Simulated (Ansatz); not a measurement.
**Ge wire along [100], 21 atoms a period, H-terminated: bands by functional and under strain**

Wanted: the relaxed geometry and the bands of the Ge wire along [100], 21 atoms a period, H-terminated.

Method: DFT PBE, plane waves, PAW; relaxation of a wire's period; PAW set soft_1, in the first sound run; inputs show where later runs differ, in Ansatz 0.2.0.

Report form: the programs' logs are mostly left out.

## 1. The starting structure

The cell holds 41 atoms: 21 Ge and 20 H. Cell: a = 17.241 Å, b = 17.241 Å, c = 5.760 Å, α = 90.0°, β = 90.0°, γ = 90.0°. Vacuum lies along a and b. The structure's axis is c.

## 2. Relaxation of atoms and period

Band widths follow the bond lengths, so the wire is relaxed first. The atoms and the third cell vector are free; the box across stays fixed as vacuum. A Fermi-Dirac smearing is set since the result may be a metal. The pressure printed is a third of the stress's trace over the whole box, vacuum included; only the stress along the axis is relaxed.

Contents of input.yaml:

```yaml
crystal:
  lattice:
    - [17.241, 0.0, 0.0]
    - [0.0, 17.241, 0.0]
    - [0.0, 0.0, 5.76]
  atoms:
    - { symbol: Ge, position: [0.332965978, 0.332965978, 0.0] }
    - { symbol: Ge, position: [0.332965978, 0.667053328, 0.0] }
    - { symbol: Ge, position: [0.500009653, 0.500009653, 0.0] }
    - { symbol: Ge, position: [0.667053328, 0.332965978, 0.0] }
    - { symbol: Ge, position: [0.667053328, 0.667053328, 0.0] }
    - { symbol: H, position: [0.197204338, 0.531291688, 0.093634302] }
    - { symbol: H, position: [0.468727617, 0.802814967, 0.093634302] }
    - { symbol: H, position: [0.531291688, 0.197204338, 0.093634302] }
[... 29 atom lines left out ...]
    - { symbol: H, position: [0.197204338, 0.468727617, 0.906365698] }
    - { symbol: H, position: [0.468727617, 0.197204338, 0.906365698] }
    - { symbol: H, position: [0.531291688, 0.802814967, 0.906365698] }
    - { symbol: H, position: [0.802814967, 0.531291688, 0.906365698] }
kpoints:
  mp_grid: { grid: [1, 1, 14] }
scf:
  occupations: { method: fermi_dirac, width: 0.05 }
hamiltonian:
  xc: pbe
  pseudopotentials: { kind: paw, azcp: { folder: soft_1 } }
relax:
  cell: { fix: [a, b, alpha, beta, gamma] }
  max_steps: 45
  f_tol: 0.03
```

Run with:

```bash
ansatz run input.yaml --threads 4 --pin off --max-ram 16384MiB --backend cpu --events-out ev --progress --plain --runs-dir out
```

Elapsed: 11 min, on 4 threads of Arm Neoverse V1, shared host; peak memory 6 GiB.

Step by step:

```
step  energy less that of the first step (eV)  largest force component (eV/Å)  pressure (GPa)  volume (Å³)
   1                                   0.0000                          0.2949           -0.35      1712.17
   2                                  -0.3702                          0.2611           -0.17      1724.17
   3                                  -0.5061                          0.0994           -0.09      1723.25
   4                                  -0.5944                          0.1000           -0.02      1723.43
   5                                  -0.6308                          0.0696            0.01      1721.95
   6                                  -0.6415                          0.0097            0.00      1720.83
  7*                                  -0.6430                          0.0098            0.00      1720.83
```

Relaxation steps marked * repeat the geometry before them on a plane-wave basis chosen anew for their cell, so energy and pressure can jump there.

Forces are held to the 8 operations that the run works with; a distortion that breaks them can't arise in this run.

```
cell as run  before  after  change
      c (Å)   5.760  5.789  +0.5 %
```

The atoms that moved most (Å, along periodic axes as changes of fractional coordinates times the final cell, across vacuum about the mean position):

```
atom      dx      dy      dz  length
 H41   0.139   0.213  -0.274   0.374
 H40   0.213   0.139  -0.274   0.374
  H8   0.213  -0.139   0.274   0.374
  H6  -0.139   0.213   0.274   0.374
  H7  -0.213   0.139   0.274   0.374
  H9   0.139  -0.213   0.274   0.374
 H38  -0.139  -0.213  -0.274   0.374
 H39  -0.213  -0.139  -0.274   0.374
```

Numbers from this step:

- cell length along the wire: 5.789 Å

The cell's length comes to 5.789 Å with spin left out.

## 3. The wire at its relaxed period

This step: DFT PBE, plane waves, PAW; bands of a perfect wire; PAW set soft_1 (Ansatz 0.2.0).

At the relaxed period the bands are computed along the axis; those that cross an energy going forward count the channels that a perfect wire would open there.

Contents of input.yaml:

```yaml
crystal:
  lattice:
    - [17.241, 0.0, 0.0]
    - [0.0, 17.241, 0.0]
    - [0.0, 0.0, 5.7891363459]
  atoms:
    - { symbol: Ge, position: [0.335377406, 0.335377406, 0.994734413] }
    - { symbol: Ge, position: [0.335377406, 0.664641899, 0.005265587] }
    - { symbol: Ge, position: [0.500009653, 0.500009653, 0.0] }
    - { symbol: Ge, position: [0.664641899, 0.335377406, 0.005265587] }
    - { symbol: Ge, position: [0.664641899, 0.664641899, 0.994734413] }
    - { symbol: H, position: [0.189139673, 0.543647224, 0.141007395] }
    - { symbol: H, position: [0.456372081, 0.810879632, 0.141007395] }
    - { symbol: H, position: [0.543647224, 0.189139673, 0.141007395] }
[... 29 atom lines left out ...]
    - { symbol: H, position: [0.189139673, 0.456372081, 0.858992605] }
    - { symbol: H, position: [0.456372081, 0.189139673, 0.858992605] }
    - { symbol: H, position: [0.543647224, 0.810879632, 0.858992605] }
    - { symbol: H, position: [0.810879632, 0.543647224, 0.858992605] }
kpoints:
  mp_grid: { grid: [1, 1, 14] }
  band_path: { path: ["Γ", Z], npoints: 90 }
scf:
  occupations: { method: fermi_dirac, width: 0.05 }
hamiltonian:
  xc: pbe
  pseudopotentials: { kind: paw, azcp: { folder: soft_1 } }
output:
  dos: { e_range: [-5, 4] }
  write_potential: true
  write_density: true
  volumetric_format: npy
```

Elapsed: 19 min, on 4 threads; peak memory 12 GiB; 76 min of CPU time.

Numbers from this step:

| Quantity | Value |
| --- | --- |
| band gap | 2.561 eV |

The electronic bands at the labelled points (eV, zero at the Fermi level; v1 is the highest filled band, c1 the lowest empty one):

```
  point     v4     v3     v2     v1    c1    c2    c3    c4
      Γ  -1.63  -1.38  -1.38  -1.29  1.42  1.50  1.71  1.71
halfway  -1.91  -1.47  -1.45  -1.45  1.53  1.54  1.54  1.74
      Z  -1.84  -1.83  -1.77  -1.77  1.27  1.36  1.46  1.46
```

The gap is 2.56 eV, with spin left out.

The path shows an indirect gap of 2.56 eV (valence top at Γ, conduction bottom between Γ and Z). The least direct gap is 2.71 eV.

## 4. Levels at the same atoms, cutoff 500 eV, k-mesh 1×1×11

This step: DFT r2SCAN, plane waves, PAW; bands of a perfect wire at the PBE geometry; PAW set soft_1 (Ansatz 0.2.0).

The atoms stay at the PBE geometry and the functional changes. r2SCAN also reads the kinetic-energy density; it often gives larger moments and wider gaps than PBE, at a higher cost. Against the first PBE run of this kind, the cutoff is 500 eV against 420 and the mesh along the wire has 11 points against 14.

input.yaml, as its differences from that of step 3:

```diff
@@ -48,3 +48,3 @@
 kpoints:
-  mp_grid: { grid: [1, 1, 14] }
+  mp_grid: { grid: [1, 1, 11] }
   band_path: { path: ["Γ", Z], npoints: 90 }
@@ -53,8 +53,3 @@
 hamiltonian:
-  xc: pbe
+  xc: r2scan
   pseudopotentials: { kind: paw, azcp: { folder: soft_1 } }
-output:
-  dos: { e_range: [-5, 4] }
-  write_potential: true
-  write_density: true
-  volumetric_format: npy
```

Elapsed: 31 min, on 4 threads; peak memory 12 GiB.

Numbers from this step:

```yaml
band_gap: 2.918 eV
```

The electronic bands at the labelled points (eV, zero at the Fermi level; v1 is the highest filled band, c1 the lowest empty one):

```
  point     v4     v3     v2     v1    c1    c2    c3    c4
      Γ  -1.83  -1.55  -1.55  -1.46  1.59  1.63  1.84  1.84
halfway  -2.12  -1.65  -1.63  -1.63  1.71  1.71  1.72  1.91
      Z  -2.05  -2.04  -1.97  -1.97  1.46  1.52  1.63  1.63
```

The gap is 2.92 eV, against 2.56 eV under PBE at the relaxed period.

## 5. Levels at the same atoms, level HSE06, cutoff 420 eV

This step: DFT HSE06, plane waves, PAW; levels of a perfect wire at the PBE geometry; PAW set soft_1 (Ansatz 0.2.0).

The atoms stay at the PBE geometry and the functional changes. HSE06 mixes in a quarter of short-range exact exchange, which removes part of the self-interaction that closes gaps; it is dear, so the mesh is thinner and no path is run. Against the first PBE run of this kind, the mesh along the wire has 6 points against 14.

input.yaml, as its differences from that of step 4:

```diff
@@ -48,4 +48,3 @@
 kpoints:
-  mp_grid: { grid: [1, 1, 11] }
-  band_path: { path: ["Γ", Z], npoints: 90 }
+  mp_grid: { grid: [1, 1, 6] }
 scf:
@@ -53,3 +52,3 @@
 hamiltonian:
-  xc: r2scan
+  xc: hse06
   pseudopotentials: { kind: paw, azcp: { folder: soft_1 } }
```

Run time: 24 min. Hardware: 4 threads; peak memory 10 GiB.

Numbers from this step:

```
band gap : 3.353 eV
```

The gap is 3.35 eV, against 2.56 eV under PBE at the relaxed period.

## 6. Strain along the wire, period over the relaxed period 1.06, k-mesh 1×1×10

This step: DFT PBE, plane waves, PAW; relaxation at a fixed period; PAW set soft_1 (Ansatz 0.2.0).

The period is set to 1.06 times the relaxed one and the atoms relax within it: strain changes bond lengths and angles, which shifts the bands against each other. Against the first PBE run of this kind, the mesh along the wire has 10 points against 14.

The cell differs from the one that the last finished run ended in (c 5.789 → 6.136 Å).

input.yaml, as its differences from that of step 5:

```diff
@@ -4,3 +4,3 @@
     - [0.0, 17.241, 0.0]
-    - [0.0, 0.0, 5.7891363459]
+    - [0.0, 0.0, 6.1364845267]
   atoms:
@@ -48,3 +48,4 @@
 kpoints:
-  mp_grid: { grid: [1, 1, 6] }
+  mp_grid: { grid: [1, 1, 10] }
+  band_path: { path: ["Γ", Z], npoints: 90 }
 scf:
@@ -52,3 +53,8 @@
 hamiltonian:
-  xc: hse06
+  xc: pbe
   pseudopotentials: { kind: paw, azcp: { folder: soft_1 } }
+relax:
+  max_steps: 40
+  f_tol: 0.02
+output:
+  stress: true
```

Wall time 24 min (4 threads); peak memory 12 GiB.

The steps of the relaxation:

```
step  energy less that of the first step (eV)  largest force component (eV/Å)
   1                                   0.0000                          0.4217
   2                                  -0.3334                          0.3402
   3                                  -0.4013                          0.1140
   4                                  -0.4064                          0.0148
   5                                  -0.4064                          0.0148
```

Forces are held to the 8 operations that the run works with; a distortion that breaks them can't arise in this run.

The atoms that moved most (Å):

```
atom      dx      dy      dz  length
 H10   0.023   0.023  -0.165   0.168
 H36   0.023  -0.023   0.165   0.168
 H37  -0.023   0.023   0.165   0.168
 H11  -0.023  -0.023  -0.165   0.168
 H26   0.066  -0.026   0.141   0.158
 H27  -0.026   0.066   0.141   0.158
 H21  -0.066  -0.026  -0.141   0.158
 H19  -0.026  -0.066  -0.141   0.158
```

Numbers from this step:

```yaml
band_gap: 2.322 eV
```

Electronic bands along the path, in eV, zero at the Fermi level; v1 is the highest filled band, c1 the lowest empty one:

```
  point     v4     v3     v2     v1    c1    c2    c3    c4
      Γ  -1.47  -1.33  -1.20  -1.20  1.29  1.53  1.73  1.73
halfway  -1.67  -1.58  -1.27  -1.27  1.42  1.49  1.49  1.73
      Z  -1.72  -1.72  -1.69  -1.69  1.12  1.31  1.38  1.38
```

The gap is 2.32 eV, against 2.56 eV under PBE at the relaxed period.

## 7. At a strained period, period over the relaxed period 0.97, k-mesh 1×1×11

The period is set to 0.97 times the relaxed one and the atoms relax within it: strain changes bond lengths and angles, which shifts the bands against each other. Against the first PBE run of this kind, the mesh along the wire has 11 points against 14.

The cell differs from the one that the last finished run ended in (c 6.136 → 5.615 Å).

input.yaml, as its differences from that of step 6:

```diff
@@ -4,3 +4,3 @@
     - [0.0, 17.241, 0.0]
-    - [0.0, 0.0, 6.1364845267]
+    - [0.0, 0.0, 5.6154622555]
   atoms:
@@ -48,3 +48,3 @@
 kpoints:
-  mp_grid: { grid: [1, 1, 10] }
+  mp_grid: { grid: [1, 1, 11] }
   band_path: { path: ["Γ", Z], npoints: 90 }
```

The job ended after 22 min (4 threads; peak memory 11 GiB).

Step by step:

```
step  energy less that of the first step (eV)  largest force component (eV/Å)
   1                                   0.0000                          0.2380
   2                                  -0.1062                          0.1400
   3                                  -0.1219                          0.0418
   4                                  -0.1233                          0.0077
```

The run keeps the 8 symmetry operations that it works with, so distortions that break them were not tested.

The atoms that moved most (Å):

```
atom      dx      dy      dz  length
 H41   0.055   0.050   0.038   0.084
 H40   0.050   0.055   0.038   0.084
  H7  -0.050   0.055  -0.038   0.084
  H9   0.055  -0.050  -0.038   0.084
  H8   0.050  -0.055  -0.038   0.084
  H6  -0.055   0.050  -0.038   0.084
 H38  -0.055  -0.050   0.038   0.084
 H39  -0.050  -0.055   0.038   0.084
```

Numbers from this step:

```
band gap : 2.552 eV
```

The gap is 2.55 eV, against 2.56 eV under PBE at the relaxed period.

## 8. Summary of results

| Property | Result |
| --- | --- |
| cell length, PBE | 5.789 Å |
| gap, PBE | 2.56 eV |
| gap, r2SCAN | 2.92 eV |
| gap, HSE06 | 3.35 eV |
| gap, period scaled by 1.06 | 2.32 eV |
| gap, period scaled by 0.97 | 2.55 eV |

Under PBE the cell's length is 5.79 Å, and a gap of 2.56 eV makes it a semiconductor. At the relaxed period the wire is gapped under every functional, from 2.56 eV (PBE) to 3.35 eV (HSE06). Weak screening in one dimension makes quasiparticle gaps larger than the semilocal gaps, as a rule. Strain matters: under PBE the gap goes from 2.56 eV to 2.55 eV at 0.97 times the period and 2.32 eV at 1.06 times the period. A hybrid's gap is read on a coarse mesh, without a band path.

[Logs are printed without paths, hosts, clocks, repeated set-up lines and the standing remarks that a program may print on its own settings, such as how far it seeks lower states.]

[Hosts, paths, dates, database ids (printed as entryN), source tags and the programs' standing remarks are cut or masked in the printed files.]
